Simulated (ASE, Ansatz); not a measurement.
**Localised basis functions on random fcc alloy of Ir and Pd (108 atoms)**

Wanted: errors and times of a linear-scaling basis for random fcc alloy of Ir and Pd (108 atoms). A setting counts as converged where the r.m.s. difference of forces stays under 1 % of the r.m.s. force.

Calculated with Ansatz 0.2.0; Kohn-Sham DFT, PBE, PAW (set soft_2), plane waves.

## Step 1: Starting point

The cell holds 108 atoms: 68 Pd and 40 Ir. Cell: a = 11.613 Å, b = 11.613 Å, c = 11.613 Å, α = 90.0°, β = 90.0°, γ = 90.0°. It derives from Ir (fcc) and Pd, repeated 3×3×3. Fcc Ir, 3 x 3 x 3 conventional cells, 68 of 108 Ir sites given to Pd at random (x = 0.630), lattice by Vegard's rule (a = 3.871 Å); not relaxed, displaced by a Gaussian of 0.02 Å.

Limits known from the start: The host structure and its lattice constant were typed by rule, without a check against the phase diagram. No spin–orbit coupling is included, so levels derived from the heavy atoms are approximate.

## Step 2: Plane-wave single point

The first run fixes the reference, at a cutoff of 420 eV.

input.yaml reads:

```yaml
crystal:
  lattice:
    - [11.6133, 0.0, 0.0]
    - [0.0, 11.6133, 0.0]
    - [0.0, 0.0, 11.6133]
  atoms:
    - { symbol: Pd, position: [0.99669, 0.99858, 0.99677] }
    - { symbol: Pd, position: [0.99761, 0.16719, 0.16537] }
    - { symbol: Ir, position: [0.16479, 0.00037, 0.16679] }
    - { symbol: Pd, position: [0.167, 0.16432, 0.99962] }
    - { symbol: Pd, position: [0.99986, 0.00216, 0.3315] }
    - { symbol: Pd, position: [0.00063, 0.16532, 0.5007] }
    - { symbol: Ir, position: [0.16913, 0.99853, 0.50043] }
    - { symbol: Ir, position: [0.16634, 0.1651, 0.33173] }
    - { symbol: Ir, position: [0.0005, 0.00099, 0.66515] }
    - { symbol: Pd, position: [0.00317, 0.16439, 0.83398] }
    - { symbol: Ir, position: [0.16618, 0.99828, 0.83189] }
    - { symbol: Ir, position: [0.16636, 0.16669, 0.66335] }
    - { symbol: Pd, position: [0.9991, 0.33304, 0.99872] }
    - { symbol: Pd, position: [7.0e-05, 0.49742, 0.1665] }
    - { symbol: Pd, position: [0.16697, 0.33737, 0.16638] }
    - { symbol: Pd, position: [0.1689, 0.4986, 0.99853] }
    - { symbol: Ir, position: [0.00078, 0.33264, 0.33376] }
    - { symbol: Pd, position: [0.00113, 0.49952, 0.49942] }
    - { symbol: Pd, position: [0.16608, 0.33431, 0.49943] }
    - { symbol: Pd, position: [0.16724, 0.50026, 0.33353] }
    - { symbol: Pd, position: [0.99872, 0.3309, 0.66209] }
    - { symbol: Pd, position: [0.99996, 0.49963, 0.83165] }
    - { symbol: Pd, position: [0.16885, 0.33349, 0.83431] }
    - { symbol: Pd, position: [0.16189, 0.49981, 0.66843] }
    - { symbol: Ir, position: [0.99786, 0.66891, 0.00411] }
    - { symbol: Ir, position: [0.99783, 0.82913, 0.16734] }
    - { symbol: Ir, position: [0.16584, 0.66786, 0.16533] }
    - { symbol: Pd, position: [0.1682, 0.83317, 0.0002] }
    - { symbol: Pd, position: [0.00338, 0.66537, 0.3347] }
    - { symbol: Pd, position: [0.00124, 0.83553, 0.49953] }
    - { symbol: Ir, position: [0.16848, 0.66611, 0.4974] }
    - { symbol: Ir, position: [0.1678, 0.83412, 0.33703] }
    - { symbol: Pd, position: [0.00073, 0.66517, 0.66868] }
    - { symbol: Ir, position: [0.00069, 0.83305, 0.83286] }
    - { symbol: Pd, position: [0.16743, 0.66555, 0.83493] }
    - { symbol: Ir, position: [0.16591, 0.83292, 0.66532] }
    - { symbol: Ir, position: [0.33423, 0.00282, 0.99592] }
    - { symbol: Pd, position: [0.33086, 0.1636, 0.16517] }
    - { symbol: Pd, position: [0.5057, 0.00103, 0.16715] }
    - { symbol: Pd, position: [0.50007, 0.16616, 0.00021] }
    - { symbol: Pd, position: [0.33022, 0.99863, 0.33358] }
    - { symbol: Ir, position: [0.32791, 0.16783, 0.50072] }
    - { symbol: Pd, position: [0.49973, 0.0007, 0.50277] }
    - { symbol: Pd, position: [0.50023, 0.16537, 0.33098] }
    - { symbol: Pd, position: [0.33163, 0.99891, 0.66431] }
    - { symbol: Pd, position: [0.33426, 0.16902, 0.83388] }
    - { symbol: Pd, position: [0.49713, 0.99744, 0.83284] }
    - { symbol: Ir, position: [0.49885, 0.16462, 0.66424] }
    - { symbol: Pd, position: [0.33214, 0.33463, 0.00023] }
    - { symbol: Pd, position: [0.33695, 0.49993, 0.16607] }
    - { symbol: Pd, position: [0.50048, 0.33295, 0.16968] }
    - { symbol: Pd, position: [0.49905, 0.50223, 0.00233] }
    - { symbol: Pd, position: [0.33585, 0.33505, 0.33355] }
    - { symbol: Ir, position: [0.33378, 0.49815, 0.49938] }
    - { symbol: Pd, position: [0.49829, 0.33281, 0.50252] }
    - { symbol: Ir, position: [0.50003, 0.50186, 0.33201] }
    - { symbol: Pd, position: [0.33577, 0.33442, 0.66914] }
    - { symbol: Ir, position: [0.3364, 0.49706, 0.83282] }
    - { symbol: Pd, position: [0.4994, 0.33324, 0.83634] }
    - { symbol: Ir, position: [0.49789, 0.49887, 0.66704] }
    - { symbol: Pd, position: [0.33423, 0.66469, 0.00082] }
    - { symbol: Pd, position: [0.33382, 0.83349, 0.1689] }
    - { symbol: Ir, position: [0.49919, 0.6638, 0.1675] }
    - { symbol: Ir, position: [0.49754, 0.83093, 0.99936] }
    - { symbol: Ir, position: [0.33349, 0.66494, 0.33187] }
    - { symbol: Pd, position: [0.32997, 0.82959, 0.50034] }
    - { symbol: Ir, position: [0.50018, 0.66899, 0.49838] }
    - { symbol: Pd, position: [0.49985, 0.83171, 0.33442] }
    - { symbol: Ir, position: [0.33112, 0.66593, 0.6654] }
    - { symbol: Pd, position: [0.33319, 0.8345, 0.83337] }
    - { symbol: Ir, position: [0.50067, 0.66704, 0.82977] }
    - { symbol: Pd, position: [0.49707, 0.83286, 0.67011] }
    - { symbol: Pd, position: [0.66753, 0.99863, 0.99958] }
    - { symbol: Pd, position: [0.66498, 0.1653, 0.1687] }
    - { symbol: Pd, position: [0.83513, 0.99814, 0.16579] }
    - { symbol: Pd, position: [0.83341, 0.16725, 0.00044] }
    - { symbol: Pd, position: [0.66801, 0.99934, 0.33432] }
    - { symbol: Ir, position: [0.6655, 0.16435, 0.50155] }
    [... 24 atom lines left out ...]
    - { symbol: Pd, position: [0.83397, 0.66648, 0.49974] }
    - { symbol: Ir, position: [0.83067, 0.83272, 0.33484] }
    - { symbol: Pd, position: [0.66479, 0.666, 0.66541] }
    - { symbol: Pd, position: [0.66524, 0.83423, 0.83199] }
    - { symbol: Pd, position: [0.83385, 0.66839, 0.83339] }
    - { symbol: Pd, position: [0.83236, 0.83549, 0.66784] }
kpoints:
  mp_grid: { grid: [2, 2, 2] }
hamiltonian:
  xc: pbe
scf:
  occupations: { method: cold, width: 0.15 }
output:
  forces: true
  stress: true
  populations: intrinsic
  dos:
    method: { smearing: { sigma: 0.08 } }
    de: 0.1
    projected: { site_lists: { Ir: [Ir], Pd: [Pd] } }
  eigenvalues: true
  write_density: true
  write_potential: true
  volumetric_format: npy
```

The run is started by

```console
$ ansatz run input.yaml --threads 32 --pin off --max-ram 143360MiB --backend cuda --events-out ev --progress --plain --runs-dir out
```

Numbers of over 12 decimals in the logs are rounded to 6 here.

Output:

```text
Engine: ansatz 0.2.0, aarch64-unknown-linux-gnu
Pseudopotentials: kind: paw
Pseudopotential: Pd, paw, valence charge 18, recommended cutoff 420 eV (normal), Pd.paw.azcp
Pseudopotential: Ir, paw, valence charge 17, recommended cutoff 420 eV (normal), Ir.paw.azcp
Functional definition: PBE
  parameter kappa = 0.804
  parameter beta = 0.066725
  exchange = pbe_x(kappa = kappa, mu = beta*pi^2/3)
  correlation = pbe_c(beta = beta)
device memory: the entry about to start is reckoned to put 60.6 GiB on a device that reports 182.5 GiB free
GPU FFT provider: cuFFT
GPU libraries: cuBLAS 13.8.1, cuFFT 12.4.0, cuSOLVER 12.3.2
GPU matrix products: emulated (plane waves: as basis.precision tells), large ones in fixed point in workspaces of 1.00 GiB
Crystal: 108 atoms, lattice volume = 1566.271 Å³
Basis set: ecut = 420 eV, 30647 PW (Γ), exchange–correlation on 160×160×160 points (8 copies of the dense FFT grid, shifted against one another)
Bands: 1143, of which v1, the nominal top of the filled ones, is band 952 counted from 1 (951 counted from 0)
Symmetry: 1 space group operations
Space group: P1 (ITA 1), of the structure as read, at distance tolerance 1.2e-4 Å
k-points: 8
Non-local potential: Pd, projectors of the file, l = 0: 2, l = 1: 2, l = 2: 2, l = 3: 1
Non-local potential: Ir, projectors of the file, l = 0: 3, l = 1: 2, l = 2: 2, l = 3: 1
PAW form: soft (Blöchl's): semilocal exchange-correlation on the pseudo side does not see the compensation charge
PAW one-centre angular grid: Pd, 590 points (default); XC on 64 Gauss nodes
PAW one-centre angular grid: Ir, 590 points (default); XC on 64 Gauss nodes
Initial density: superposition of atomic densities (neutral atoms: chi_scale 0, normalization atom), corrected by the library's trained network
Initial wavefunctions: pseudopotential atomic-orbital guess
GPU buffer pool allocated for 512000 grid points (all kernels)
GPU transforms: local potential and band sums: pruned to the plane-wave sphere, on 80×80×80
Functional: x = pbe(κ = 0.804, μ = 0.219515), c = pbe(β = 0.066725)
SCF iter   1: F=—  HF=-951555.290865 eV  |F-HF|=—  |Δ(HF+E_count)|=         —  Δρ=9.55e-3  dr2=5.68e0  ethr=1.77e-3  ⟨swp⟩=5.0  Hψ=31119  notcnv=0  defer=487
preconditioner: auto → Kerker (q_TF=auto, 2.819 Å⁻¹)  [metal: Δε(μ)=0.003 eV  Ē_g=7.817 eV  σ=0.150 eV  W_gap=0.01  n_scr=618 (ndim 8)  ℏωp=30.3 eV  f_vac=0.000  D(μ)=146.25/eV (n_scr^D=1838)]
SCF iter   2: F=—  HF=-951555.205242 eV  |F-HF|=—  |Δ(HF+E_count)|=   8.56e-2  S|Δr|=    0.00e0  Δρ=4.61e-3  dr2=1.74e0  ethr=2.98e-4  ⟨swp⟩=1.0  Hψ=10520  notcnv=0  defer=489
SCF iter   3: F=—  HF=-951555.191707 eV  |F-HF|=—  |Δ(HF+E_count)|=   1.35e-2  S|Δr|=    0.00e0  Δρ=7.47e-4  dr2=1.12e-1  ethr=9.14e-5  ⟨swp⟩=1.0  Hψ=8053  notcnv=0  defer=489
SCF iter   4: F=—  HF=-951555.205087 eV  |F-HF|=—  |Δ(HF+E_count)|=   1.34e-2  S|Δr|=    0.00e0  Δρ=2.49e-4  dr2=8.43e-3  ethr=5.88e-6  ⟨swp⟩=1.0  Hψ=8053  notcnv=0  defer=489
SCF iter   5: F=—  HF=-951555.188375 eV  |F-HF|=—  |Δ(HF+E_count)|=   1.67e-2  S|Δr|=    0.00e0  Δρ=8.60e-5  dr2=6.18e-4  ethr=4.43e-7  ⟨swp⟩=1.0  Hψ=8053  notcnv=0  defer=489
SCF iter   6: F=—  HF=-951555.167938 eV  |F-HF|=—  |Δ(HF+E_count)|=   2.04e-2  S|Δr|=    0.00e0  Δρ=2.67e-5  dr2=1.96e-5  ethr=3.24e-8  ⟨swp⟩=1.0  Hψ=8053  notcnv=0  defer=489
SCF iter   7: F=—  HF=-951555.187038 eV  |F-HF|=—  |Δ(HF+E_count)|=   1.91e-2  S|Δr|=    0.00e0  Δρ=1.12e-5  dr2=5.83e-6  ethr=1.03e-9  ⟨swp⟩=2.0  Hψ=15256  notcnv=0  defer=490
SCF iter   8: F=—  HF=-951555.187038 eV  |F-HF|=—  |Δ(HF+E_count)|=   3.37e-7  S|Δr|=    0.00e0  Δρ=2.94e-6  dr2=4.14e-7  ethr=3.06e-10  ⟨swp⟩=2.0  Hψ=10545  notcnv=0  defer=490
SCF iter   9: F=-951555.187038 eV  HF=-951555.187038 eV  |F-HF|=2.44e-8  |Δ(HF+E_count)|=   3.56e-8  S|Δr|=    0.00e0  Δρ=7.23e-7  dr2=2.88e-8  ethr=5.25e-12  ⟨swp⟩=12.1  Hψ=56963  notcnv=0
SCF 1 converged in 9 iterations: F = -951555.187038 eV  dr2 = 2.88e-8
  greatest PAW one-centre occupation: 1.000 electrons in one spin orbital (limit 2), on the Ir atom at site 55 (counted from 0), in its partial waves of l = 0
SCF converged after 9 iterations
Stability not checked: this state was not tested for a lower state beside it, because cold or Methfessel-Paxton smearing, or corrected tetrahedra, fill the levels in a way that the test cannot read (fill_not_monotonic; see scf.lower_state_search)
Free energy (F): -951555.187038 eV
Harris-Foulkes:  -951555.187038 eV  (|F-HF|=2.44e-8)
Internal energy: -951555.207143 eV  (E = F + TS)
E sigma→0 (E₀):  -951555.193740 eV
Entropy (-TS):   0.020105 eV (0.186 meV/atom)
Fermi energy:    22.112211 eV
Step filling:    the computed levels leave a gap of 0.0003 eV = 0.0 smearing widths at the electron count; against every level under it full and every level over it empty, smearing changes F+E_penalty+E_count by -4.564 meV and its σ→0 estimate by -11.266 meV
--- Per-component energies (eV) ---
  E_band       = -12487.622976
  E_kinetic    = 59845.460090
  E_local      = -161509.580984  (includes V_loc(G=0)·N_el)
  E_nonlocal   = 17659.387223
  E_hartree    = 64792.786114
  E_xc         = -22205.004172
  E_vxc        = -26418.360033  (∫ρ·V_xc dr)
  E_paw        = -623935.344674  (= ΣΔE_a)
  E_vpaw       = -31650.118483  (= ΣTr[D̂ρ^β])
  E_aug_tail   = 0.017857  (compensation charges beyond the density's cutoff)
  E_ewald      = -286202.928597
  E_smearing   = 0.020105  (= −TS)
  E_closure    = -0.000000  (closes the sum)
  Σ components = -951555.187038   (vs F -951555.187038, Δ=0.00e0)
--- Forces (eV/Å), atoms counted from 1 ---
[... 108 lines of forces left out ...]
  max |Σ_I F_I| component: 8.89e-6 eV/Å
--- Stress (GPa, compression-positive) ---
        6.618741      -0.063370       0.064707
       -0.063370       6.390718       0.002356
        0.064707       0.002356       6.449409
  P = ⅓ Tr σ = 6.4863 GPa (64.863 kbar)
--- Band table (eV; the first three rows and the last of 8) ---
--- intrinsic populations: 108 sites ---
  site symbol       q [e]
[... 108 lines, one an atom, left out ...]
  spilling = -0.000000 (of n_electrons = 1904.000000)
```

Run time: 6 s. Hardware: 1 × NVIDIA GB200 with 32 threads of Arm Neoverse V2, shared host; peak memory 6.1 GiB; 41 s of CPU time.

In the SCF lines HF is the Harris–Foulkes energy and dr2 the Hartree energy of the density residual, in eV; the loop may stop once dr2 is under the threshold and the program's other checks hold. Hψ counts applications of the Hamiltonian.

That memory is the host's; the program planned up to 60.6 GiB on the GPU. Forces of this run were stored rounded, and per-atom blocks of the log weren't kept.

Numbers from this run:

```yaml
free_energy: -951555.1870 eV
free_energy_per_atom: -8810.6962 eV/atom
scf_cycles: 9
pressure: 6.486 GPa
r_m_s_force_component: 0.4234 eV/Å
longest_force: 1.84 eV/Å
fermi_energy: 22.11 eV
levels_partly_filled_by_over_2_per_cent: 181
```

The r.m.s. force component of 0.42 eV/Å sets the scale for the differences below.

## Step 3: Support functions low

The cell is solved in localised support functions. The level low gives here a grid of 54×54×54 points and a radius of 3.75 Å.

This step: Kohn-Sham DFT, PBE, PAW (set soft_2), localised support functions (low) (Ansatz 0.2.0).

input.yaml, the sections that differ from step 2:

```yaml
scf:
  occupations: { method: cold, width: 0.15 }
  eigensolver: { kind: { support_functions: { accuracy: low } } }
  max_iter: 150
output:
  forces: true
  eigenvalues: true
# crystal, kpoints, hamiltonian: as in step 2
```

Output:

```text
Warning: scf.eigensolver.kind.support_functions: disabling space-group detection — the functions' gradient is summed over unrotated k-points, so no spatial operation reduces the k-mesh or symmetrises the density; time reversal is kept, so that k and −k are solved as one point where they differ and the mesh holds both, and exact exchange and, on two spinor components, a DFT+U term hold to it where the run has them: [...]
settings of this run that can trade accuracy for cost: scf.eigensolver.kind.support_functions; scf.eigensolver.kind.support_functions.accuracy: low [...]
[...]
GPU FFT provider: cuFFT
GPU libraries: cuBLAS 13.8.1, cuFFT 12.4.0, cuSOLVER 12.3.2
[...]
Crystal: 108 atoms, lattice volume = 1566.271 Å³
Basis set: ecut = 420 eV, 30647 PW (Γ), exchange–correlation on 160×160×160 points (8 copies of the dense FFT grid, shifted against one another)
Bands: 1143, of which v1, the nominal top of the filled ones, is band 952 counted from 1 (951 counted from 0)
Symmetry: 1 space group operations
k-points: 8
[...]
GPU buffer pool allocated for 512000 grid points (all kernels)
Eigensolver: Support functions (low, 54×54×54 points, laid for a spacing of at most 0.220337 Å, radius 3.745096 Å, 2 species' potentials softened for the grid, 2 wholly corrected for its errors in the mean over positions, 2 with the egg-box correction, energy correction by stochastic trace)
[...]
SCF iter   1: F=—  HF=-951777.585630 eV  |F-HF|=—  |Δ(HF+E_count)|=         —  Δρ=2.78e-1  dr2=3.28e3  ethr=1.00e-1
[...]
SCF iter  19: F=—  HF=-951555.262085 eV  |F-HF|=—  |Δ(HF+E_count)|=   1.38e-2  S|Δr|=    0.00e0  Δρ=1.96e-5  dr2=5.37e-6  ethr=1.79e-11
SCF iter  20: F=-951555.274471 eV  HF=-951555.274474 eV  |F-HF|=3.47e-6  |Δ(HF+E_count)|=   1.24e-2  S|Δr|=    0.00e0  Δρ=1.99e-5  dr2=5.49e-6  ethr=1.79e-11
SCF 1 converged in 20 iterations: F = -951555.545753 eV  dr2 = 5.49e-6
[...]
SCF converged after 20 iterations
[...]
Free energy (F): -951555.545753 eV
[...]
Internal energy: -951555.566391 eV  (E = F + TS)
E sigma→0 (E₀):  -951555.552632 eV
Entropy (-TS):   0.020638 eV (0.191 meV/atom)
Fermi energy:    22.112075 eV
[...]
Σ components = -951555.545753   (vs F -951555.545753, Δ=0.00e0)
--- Forces (eV/Å), atoms counted from 1 ---
[... 108 lines of forces left out ...]
  max |Σ_I F_I| component: 1.26e-2 eV/Å
--- Band table (eV; the first three rows and the last of 8) ---
```

It took 17 s on 1 × NVIDIA GB200 with 32 threads; peak memory 1.6 GiB; 37 s of CPU time.

That memory is the host's; the program planned up to 6.1 GiB on the GPU.

The program notes that the band table was not solved further than the SCF left it and it switched symmetry off.

Keys that differ from the reference: support_functions.accuracy = "low" and scf.max_iter = 150.

Forces differ from the reference by 1.4 meV/Å r.m.s., 0.32 % of their size, within a tolerance of 1 %; the energy by -3.3 meV/atom. It took 17 s and 20 cycles; the reference's time can't be set against it, since the two runs asked for unlike analyses.

## Step 4: Support functions medium

The level medium is asked for. Here it resolves to the same grid and radius as in the run with support functions low, so the basis is not new.

This step: Kohn-Sham DFT, PBE, PAW (set soft_2), localised support functions (medium) (Ansatz 0.2.0).

input.yaml, the sections that differ from step 3:

```yaml
scf:
  occupations: { method: cold, width: 0.15 }
  eigensolver: { kind: { support_functions: { accuracy: medium } } }
  max_iter: 150
# crystal, kpoints, hamiltonian, output: as in step 3
```

Output:

```text
[...]
GPU FFT provider: cuFFT
GPU libraries: cuBLAS 13.8.1, cuFFT 12.4.0, cuSOLVER 12.3.2
[...]
Crystal: 108 atoms, lattice volume = 1566.271 Å³
Basis set: ecut = 420 eV, 30647 PW (Γ), exchange–correlation on 160×160×160 points (8 copies of the dense FFT grid, shifted against one another)
Bands: 1143, of which v1, the nominal top of the filled ones, is band 952 counted from 1 (951 counted from 0)
Symmetry: 1 space group operations
k-points: 8
[...]
GPU buffer pool allocated for 512000 grid points (all kernels)
Eigensolver: Support functions (medium, 54×54×54 points, laid for a spacing of at most 0.220337 Å, radius 3.745096 Å, 2 species' potentials softened for the grid, 2 wholly corrected for its errors in the mean over positions, 2 with the egg-box correction, energy correction by stochastic trace)
[...]
SCF iter   1: F=—  HF=-951777.585630 eV  |F-HF|=—  |Δ(HF+E_count)|=         —  Δρ=2.78e-1  dr2=3.28e3  ethr=1.00e-1
[...]
SCF iter  21: F=-951555.274472 eV  HF=-951555.274473 eV  |F-HF|=6.79e-7  |Δ(HF+E_count)|=   1.16e-6  S|Δr|=    0.00e0  Δρ=7.09e-6  dr2=1.05e-6  ethr=1.79e-11
SCF 1 converged in 21 iterations: F = -951555.545749 eV  dr2 = 1.05e-6
[...]
SCF converged after 21 iterations
[...]
Free energy (F): -951555.545749 eV
[...]
Internal energy: -951555.566395 eV  (E = F + TS)
E sigma→0 (E₀):  -951555.552631 eV
Entropy (-TS):   0.020645 eV (0.191 meV/atom)
Fermi energy:    22.111955 eV
[...]
Σ components = -951555.545749   (vs F -951555.545749, Δ=0.00e0)
--- Forces (eV/Å), atoms counted from 1 ---
[... 108 lines of forces left out ...]
  max |Σ_I F_I| component: 1.12e-2 eV/Å
--- Band table (eV; the first three rows and the last of 8) ---
```

The job ended after 18 s (1 × NVIDIA GB200 with 32 threads; peak memory 1.7 GiB; 38 s of CPU time).

That memory is the host's; the program planned up to 6.1 GiB on the GPU.

Keys that differ from the reference: support_functions.accuracy = "medium" and scf.max_iter = 150.

Forces differ from the reference by 1.3 meV/Å r.m.s., 0.32 % of their size, within a tolerance of 1 %; the energy by -3.3 meV/atom. It took 18 s and 21 cycles; the reference's time can't be set against it, since the two runs asked for unlike analyses.

(Continued in part 2 of 3.)

[Logs are printed without paths, hosts, clocks, repeated set-up lines and the standing remarks that a program may print on its own settings, such as how far it seeks lower states.]

[Hosts, paths, dates, database ids (printed as entryN), source tags and the programs' standing remarks are cut or masked in the printed files.]
